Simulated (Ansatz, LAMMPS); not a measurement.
# Charge trapping in amorphous 29Ga2O3-71GeO2 (mol %) (86 atoms), part 4 of 5

Does an extra electron or hole in amorphous 29Ga2O3-71GeO2 (mol %) (86 atoms) stay spread out, or do the atoms trap it?

Ansatz 0.2.0; Kohn-Sham DFT, PBEsol, PAW (set soft_1), plane waves.

The cell: 14 Ga, 17 Ge and 55 O. The quench rate of 100 K/ps is many orders above laboratory rates. The starting topology of bonds comes from the classical model. The Brillouin zone is sampled at Γ only, in a cell whose shortest periodic width is 11 Å.

So far. Step 7 (An extra electron, levels at the relaxed geometry): An extra electron, levels at the relaxed geometry: the energy stands 6.20 eV above that of the reference, with a moment of 0.46 μB. An odd electron should give 1 μB; this run ended with the carrier shared between both spins. Step 8 (Neutral at the geometry of the electron): Neutral at the geometry of the electron: the energy stands 0.0146 eV above that of the reference.

### 9. An extra hole, atoms held

The electron count changes by one with the atoms held: a vertical process, on a uniform background, with spin and a narrow Fermi–Dirac smearing. Its energy against the neutral cell hangs on the program's zero of potential.

File input.yaml:

```yaml
crystal:
  lattice:
    - [10.55103, 0.0, 0.0]
    - [0.0, 10.55103, 0.0]
    - [0.0, 0.0, 10.55103]
  atoms:
    [... the 86 atom lines of step 4 ...]
total_charge: 1
kpoints:
  mp_grid: { grid: [1, 1, 1] }
hamiltonian:
  xc: pbesol
  pseudopotentials: { kind: paw, azcp: { folder: soft_1 }, xc_functional: pbe }
scf:
  occupations: { method: fermi_dirac, width: 0.01 }
  lower_state_search: "off"
output:
  forces: true
  stress: true
  populations: true
  dos:
    method: { smearing: { sigma: 0.08 } }
    de: 0.1
    projected: { site_lists: { Ga: [Ga], Ge: [Ge], O: [O] } }
  eigenvalues: true
  write_density: true
  write_potential: true
  volumetric_format: npy
magnetization:
  spin_polarized: true
  initial_magnetization: 1
```

Command:

```console
$ ansatz run input.yaml --threads 4 --pin off --max-ram 8192MiB --backend cpu --events-out ev --progress --plain --runs-dir out
```

Numbers of over 12 decimals in the logs are rounded to 6 here.

Log:

```text
[...]
Crystal: 86 atoms, lattice volume = 1174.585 Å³
Basis set: ecut = 420 eV, 22983 PW (Γ), exchange–correlation on 144×144×144 points (8 copies of the dense FFT grid, shifted against one another)
Bands: 461, of which v1, the nominal top of the filled ones, is band 375 counted from 1 (374 counted from 0)
Symmetry: 1 space group operations
[...]
k-points: 1
[...]
Starting moments: Σ|m| = 1 μB on 86 of 86 sites
[...]
SCF iter   1: F=—  HF=-155591.070468 eV  |F-HF|=—  |Δ(HF+E_count)|=         —  Δρ=5.20e-2 (↑5.00e-2 ↓5.20e-2)  dr2=8.33e1  dr2_m=3.47e-1  M=1.000 μB ∫|m|=1.080 μB  β_m=1.00  ethr=3.10e-3  ⟨swp⟩=6.0  Hψ=3688  notcnv=0
[...]
SCF iter   2: F=—  HF=-155574.785153 eV  |F-HF|=—  |Δ(HF+E_count)|=         —  Δρ=3.27e-2 (↑3.27e-2 ↓3.26e-2)  dr2=3.39e1  dr2_m=1.68e-2  M=0.999 μB ∫|m|=1.122 μB  β_m=0.30  ethr=3.10e-3  ⟨swp⟩=2.0  Hψ=1548  notcnv=0  defer=156
[...]
SCF iter  12: F=—  HF=-155563.549783 eV  |F-HF|=—  |Δ(HF+E_count)|=   6.42e-3  Δρ=2.75e-3 (↑1.64e-3 ↓2.75e-3)  dr2=2.94e-1  dr2_m=1.44e-2  M=0.999 μB ∫|m|=1.083 μB  β_m=0.30  ethr=8.88e-5  ⟨swp⟩=2.0  Hψ=917  notcnv=0  defer=160
[...]
SCF iter  14: F=—  HF=-155563.554863 eV  |F-HF|=—  |Δ(HF+E_count)|=   7.37e-2  Δρ=7.10e-3 (↑1.31e-3 ↓7.10e-3)  dr2=8.38e-1  dr2_m=1.65e-1  M=0.999 μB ∫|m|=1.113 μB  β_m=0.15  ethr=3.92e-5  ⟨swp⟩=2.5  Hψ=1070  notcnv=0  defer=160
[...]
SCF iter  35: F=-155563.566428 eV  HF=-155563.566428 eV  |F-HF|=3.35e-9  |Δ(HF+E_count)|=  5.82e-10  Δρ=4.95e-7 (↑1.31e-7 ↓4.95e-7)  dr2=4.77e-9  dr2_m=8.06e-10  M=1.000 μB ∫|m|=1.125 μB  β_m=0.21  ethr=1.78e-12  ⟨swp⟩=5.0  Hψ=3823  notcnv=0
SCF iter  36: F=-155563.566428 eV  HF=-155563.566428 eV  |F-HF|=1.16e-10  |Δ(HF+E_count)|=  5.82e-11  Δρ=1.91e-7 (↑9.29e-8 ↓1.91e-7)  dr2=8.93e-10  dr2_m=8.18e-11  M=1.000 μB ∫|m|=1.125 μB  ethr=1.00e-12  ⟨swp⟩=5.0  Hψ=3569  notcnv=0
SCF 1 converged in 36 iterations: F = -155563.566428 eV  dr2 = 8.93e-10
[...]
SCF converged after 36 iterations
Magnetization: 0.9997 μB (374.9998 up, 374.0002 down)
Absolute magnetization: 1.1242 μB (∫|ρ↑−ρ↓|, with the PAW one-centre terms)
[...]
Per-site moments (μB) at R_I (Å): [(0.0012383, 0.746196), (-0.000198533, 0.738584), (0.000209808, 0.743619), (0.000619321, 0.741590), (0.000767858, 0.756738), [...]
Free energy (F): -155563.566428 eV
[...]
Internal energy: -155563.551612 eV  (E = F + TS)
E sigma→0 (E₀):  -155563.559020 eV
Entropy (-TS):   -0.014816 eV (-0.172 meV/atom)
Fermi energy:    4.300490 eV
[...]
Σ components = -155563.566428   (vs F -155563.566428, Δ=0.00e0)
--- Forces (eV/Å), atoms counted from 1 ---
  atom   1  Ga    -0.00245601    -0.16380275    -0.14979363
  atom   2  Ga     0.15683287    -0.15858641     0.10478774
  atom   3  Ga    -0.16515220    -0.26163384    -0.06455287
  atom   4  Ga     0.39683504    -0.28198589    -0.10499433
[...]
atom  86  O     -0.00314768    -0.06401097    -0.06480354
  max |Σ_I F_I| component: 1.74e-5 eV/Å
--- Stress (GPa, compression-positive) ---
       -4.168709       0.225454      -1.366531
        0.225454      -4.305457      -0.740778
       -1.366531      -0.740778      -4.963682
  P = ⅓ Tr σ = -4.4793 GPa (-44.793 kbar)
--- Band table (eV) ---
[...]
--- Löwdin populations: 86 sites ---
  site symbol       q [e]    m [muB]
     0     Ga     11.8872    -0.0050
     1     Ga     11.9117    -0.0021
     2     Ga     11.9180    -0.0014
[...]
85      O      6.6583     0.0004
  spilling = 0.004790 (of n_electrons = 749.000000)
```

Run time: 54 s. Hardware: 4 threads of Intel Xeon Platinum 8488C (Sapphire Rapids), shared host; peak memory 2.9 GiB.

An extra hole, atoms held: the energy stands 4.44 eV below that of the reference, with a moment of 1.00 μB.

The levels nearest the highest filled one (over half full), pooled over k-points and spins:

| level less the highest filled one (eV) | occupation |
| --- | --- |
| -0.0725 | 1 |
| -0.0242 | 0.981 |
| -0.008 | 0.909 |
| 0 | 0.818 |
| 0.0238 | 0.293 |
| 1.94 | 0 |
| 1.95 | 0 |
| 3.72 | 0 |

Spin density in the ac plane at fractional y = 0.002, with atoms of Ga and Ge and O within 0.2 Å of it.

Ten even steps from '_' (0.00 e/Å³) to '@' (0.14 e/Å³), each cell a mean:
```
..________________________________________________________..
**::____________________________________________________..++
##::____________________________________________________..++
..____________________________________::::________________..
______________________________________..____________________
____________________________________________________________
__________..::..____________________________________________
________..++@@--________..______________________________....
________..::--..____________________________________..--==--
____________________________________________________..::..__
____________________________________________________________
____________________________________________________________
____________________________________________________________
____________________________________________________________
____________________________________________________________
____________________________________________________________
____________________________________________________________
____________________________________________________________
____________________________________________________________
____________________________________________________________
____________________________________________________________
____________________________________________________________
____________________________________________________________
____________________________________________________________
```
Columns run along a (10.6 Å), rows up along c (10.6 Å). Atoms in or near the plane, at fractional coordinates: Ga at (0.76, 0.69), Ge at (0.49, 0.81), Ge at (0.50, 0.24), O at (0.93, 0.63), O at (0.65, 0.16), O at (0.54, 0.40), O at (0.89, 0.14), O at (0.28, 0.39).

### 10. An extra hole, atoms relaxed

The atoms now respond to the charge; the energy gained comes from screening by the atoms, from trapping if the charge localises, and from any strain left in the reference.

Input and log are left out; they have the form of those shown for this kind of step.

Elapsed: 6.5 min, on 4 threads of Intel Xeon Platinum 8488C (Sapphire Rapids), shared host; peak memory 2.9 GiB.

The relaxation converged after 18 steps, 0.221 eV below its start, with a largest force component of 0.043 eV/Å.

An extra hole, atoms relaxed: the energy stands 4.67 eV below that of the reference, with a moment of 1.00 μB.

### 11. An extra hole, levels at the relaxed geometry

A single point at the new geometry gives levels and spin density.

input.yaml, the sections that differ from step 9:

```yaml
crystal:
  lattice:
    - [10.55103, 0.0, 0.0]
    - [0.0, 10.55103, 0.0]
    - [0.0, 0.0, 10.55103]
  atoms:
    - { symbol: Ga, position: [0.75858, 0.002, 0.68679] }
    - { symbol: Ga, position: [0.3306, 0.80406, 0.98324] }
    - { symbol: Ga, position: [0.06987, 0.62519, 0.84093] }
    - { symbol: Ga, position: [0.14279, 0.90287, 0.8058] }
    - { symbol: Ga, position: [0.0501, 0.97665, 0.08185] }
    - { symbol: Ga, position: [0.73936, 0.82746, 0.18616] }
    [... 74 atom lines left out ...]
    - { symbol: O, position: [0.06872, 0.19199, 0.75768] }
    - { symbol: O, position: [0.10153, 0.52613, 0.16744] }
    - { symbol: O, position: [0.16342, 0.08847, 0.16561] }
    - { symbol: O, position: [0.23932, 0.9638, 0.95323] }
    - { symbol: O, position: [0.8985, 0.29793, 0.51435] }
    - { symbol: O, position: [0.0098, 0.30356, 0.00095] }
# total_charge, kpoints, hamiltonian, scf, output, magnetization: as in step 9
```

Log:

```text
[...]
Crystal: 86 atoms, lattice volume = 1174.585 Å³
Basis set: ecut = 420 eV, 22983 PW (Γ), exchange–correlation on 144×144×144 points (8 copies of the dense FFT grid, shifted against one another)
Bands: 461, of which v1, the nominal top of the filled ones, is band 375 counted from 1 (374 counted from 0)
Symmetry: 1 space group operations
[...]
k-points: 1
[...]
Starting moments: Σ|m| = 1 μB on 86 of 86 sites
[...]
SCF iter   1: F=—  HF=-155590.584691 eV  |F-HF|=—  |Δ(HF+E_count)|=         —  Δρ=5.20e-2 (↑5.01e-2 ↓5.20e-2)  dr2=8.51e1  dr2_m=3.20e-1  M=1.000 μB ∫|m|=1.079 μB  β_m=1.00  ethr=3.10e-3  ⟨swp⟩=6.0  Hψ=3424  notcnv=0  defer=84
[...]
SCF iter   2: F=—  HF=-155574.533923 eV  |F-HF|=—  |Δ(HF+E_count)|=         —  Δρ=3.46e-2 (↑3.28e-2 ↓3.46e-2)  dr2=3.29e1  dr2_m=2.71e-1  M=0.191 μB ∫|m|=0.407 μB  β_m=0.30  ethr=3.10e-3  ⟨swp⟩=2.0  Hψ=1546  notcnv=0  defer=158
[...]
spin=Collinear: Kerker preconditioning applied to the charge; magnetization (m = ρ↑ − ρ↓) channel mixes plain (no charge-response kernel on spin).
SCF iter   3: F=—  HF=-155570.093852 eV  |F-HF|=—  |Δ(HF+E_count)|=    4.44e0  Δρ=2.52e-2 (↑2.38e-2 ↓2.52e-2)  dr2=1.88e1  dr2_m=3.98e-1  M=0.880 μB ∫|m|=1.029 μB  β_m=0.30  ethr=3.10e-3  ⟨swp⟩=2.0  Hψ=778  notcnv=0  defer=158
SCF iter   4: F=—  HF=-155565.123088 eV  |F-HF|=—  |Δ(HF+E_count)|=    4.97e0  Δρ=1.51e-2 (↑9.14e-3 ↓1.51e-2)  dr2=1.36e1  dr2_m=1.86e-1  M=1.000 μB ∫|m|=1.200 μB  β_m=0.30  ethr=2.52e-3  ⟨swp⟩=3.0  Hψ=1213  notcnv=0  defer=158
[...]
SCF iter  12: F=—  HF=-155563.757459 eV  |F-HF|=—  |Δ(HF+E_count)|=   3.17e-3  Δρ=2.94e-3 (↑2.80e-3 ↓2.94e-3)  dr2=2.08e-1  dr2_m=6.56e-2  M=1.000 μB ∫|m|=1.162 μB  β_m=0.30  ethr=9.04e-5  ⟨swp⟩=3.5  Hψ=1145  notcnv=0  defer=156
[...]
SCF iter  15: F=—  HF=-155563.786296 eV  |F-HF|=—  |Δ(HF+E_count)|=   1.39e-2  Δρ=1.46e-3 (↑5.55e-4 ↓1.46e-3)  dr2=5.53e-2  dr2_m=3.80e-3  M=1.000 μB ∫|m|=1.159 μB  β_m=0.52  ethr=2.22e-5  ⟨swp⟩=3.0  Hψ=1305  notcnv=0  defer=154
[...]
SCF iter  23: F=—  HF=-155563.787002 eV  |F-HF|=—  |Δ(HF+E_count)|=   3.85e-7  Δρ=1.70e-6 (↑1.42e-6 ↓1.70e-6)  dr2=1.07e-7  dr2_m=4.14e-9  M=1.000 μB ∫|m|=1.158 μB  β_m=0.76  ethr=1.64e-10  ⟨swp⟩=2.0  Hψ=1406  notcnv=0  defer=154
SCF iter  24: F=-155563.787002 eV  HF=-155563.787002 eV  |F-HF|=1.62e-8  |Δ(HF+E_count)|=   1.46e-7  Δρ=1.17e-6 (↑1.11e-6 ↓1.17e-6)  dr2=5.30e-8  dr2_m=1.69e-10  M=1.000 μB ∫|m|=1.158 μB  ethr=1.34e-11  ⟨swp⟩=16.0  Hψ=7254  notcnv=0
SCF 1 converged in 24 iterations: F = -155563.787002 eV  dr2 = 5.30e-8
[...]
SCF converged after 24 iterations
Magnetization: 1.0000 μB (375.0000 up, 374.0000 down)
Absolute magnetization: 1.1581 μB (∫|ρ↑−ρ↓|, with the PAW one-centre terms)
[...]
Per-site moments (μB) at R_I (Å): [(-4.9476897424170314e-5, 0.748916), (-0.000223575, 0.741657), (-2.0401304399257685e-5, 0.743012), (0.00160385, 0.746849), (-0.000167167, [...]
Free energy (F): -155563.787002 eV
[...]
Internal energy: -155563.787002 eV  (E = F + TS)
E sigma→0 (E₀):  -155563.787002 eV
Fermi energy:    4.748350 eV
[...]
Σ components = -155563.787002   (vs F -155563.787002, Δ=0.00e0)
--- Forces (eV/Å), atoms counted from 1 ---
  atom   1  Ga    -0.00767939    -0.00594553     0.01442099
  atom   2  Ga    -0.00814167    -0.01410754    -0.00336365
  atom   3  Ga     0.01089099     0.01848321    -0.00229040
  atom   4  Ga     0.00514900     0.01744032     0.02606063
[...]
atom  86  O     -0.00246809    -0.00085210     0.00006941
  max |Σ_I F_I| component: 4.65e-5 eV/Å
--- Stress (GPa, compression-positive) ---
       -4.079039       0.095835      -1.417248
        0.095835      -4.413117      -0.965842
       -1.417247      -0.965842      -5.214786
  P = ⅓ Tr σ = -4.5690 GPa (-45.690 kbar)
--- Band table (eV) ---
[...]
--- Löwdin populations: 86 sites ---
  site symbol       q [e]    m [muB]
     0     Ga     11.8935    -0.0010
     1     Ga     11.9239    -0.0066
     2     Ga     11.9218    -0.0007
[...]
85      O      6.6565    -0.0000
  spilling = 0.004784 (of n_electrons = 749.000000)
```

Wall time 50 s (4 threads); peak memory 3 GiB; 3.2 min of CPU time.

An extra hole, levels at the relaxed geometry: the energy stands 4.67 eV below that of the reference, with a moment of 1.00 μB.

A closer look about O84, which holds the most spin: 14 atoms, nearest first, numbered in the order of the input, with positions taken from that point.

| atom | x | y | z | distance (Å) | Löwdin charge (e) | moment (μB) |
| --- | --- | --- | --- | --- | --- | --- |
| O84 | 0.00 | 0.00 | 0.00 | 0.00 | -0.54 | 0.33 |
| Ga12 | 0.84 | 1.28 | 1.22 | 1.96 | 1.08 | 0.00 |
| Ga2 | 0.96 | -1.69 | 0.32 | 1.97 | 1.08 | 0.00 |
| Ga4 | -1.02 | -0.64 | -1.56 | 1.97 | 1.07 | 0.00 |
| O47 | -2.36 | -0.21 | -0.40 | 2.41 | -0.56 | 0.31 |
| Ga5 | -2.00 | 0.14 | 1.36 | 2.42 | 1.06 | 0.00 |
| O36 | 2.03 | 1.34 | -0.27 | 2.44 | -0.57 | 0.22 |
| O45 | -0.48 | -2.35 | -0.79 | 2.52 | -0.67 | 0.00 |
| O80 | 1.54 | -0.39 | 2.02 | 2.57 | -0.67 | 0.00 |
| O83 | -0.80 | 1.32 | 2.24 | 2.72 | -0.66 | 0.00 |
| O48 | 1.88 | -1.35 | -1.46 | 2.74 | -0.63 | 0.00 |
| O35 | -1.48 | -1.48 | 2.30 | 3.11 | -0.66 | 0.00 |
| Ge21 | 2.63 | 0.40 | -1.62 | 3.12 | 1.46 | 0.00 |
| O69 | -0.63 | 0.16 | -3.13 | 3.20 | -0.65 | 0.00 |

The distance from O84 to O47 changes most, from 2.62 Å in the neutral cell to 2.41 Å.

[end of part 4 of 5]

[Logs are printed without paths, hosts, clocks, repeated set-up lines and the standing remarks that a program may print on its own settings, such as how far it seeks lower states.]

[Hosts, paths, dates, database ids (printed as entryN), source tags and the programs' standing remarks are cut or masked in the printed files.]
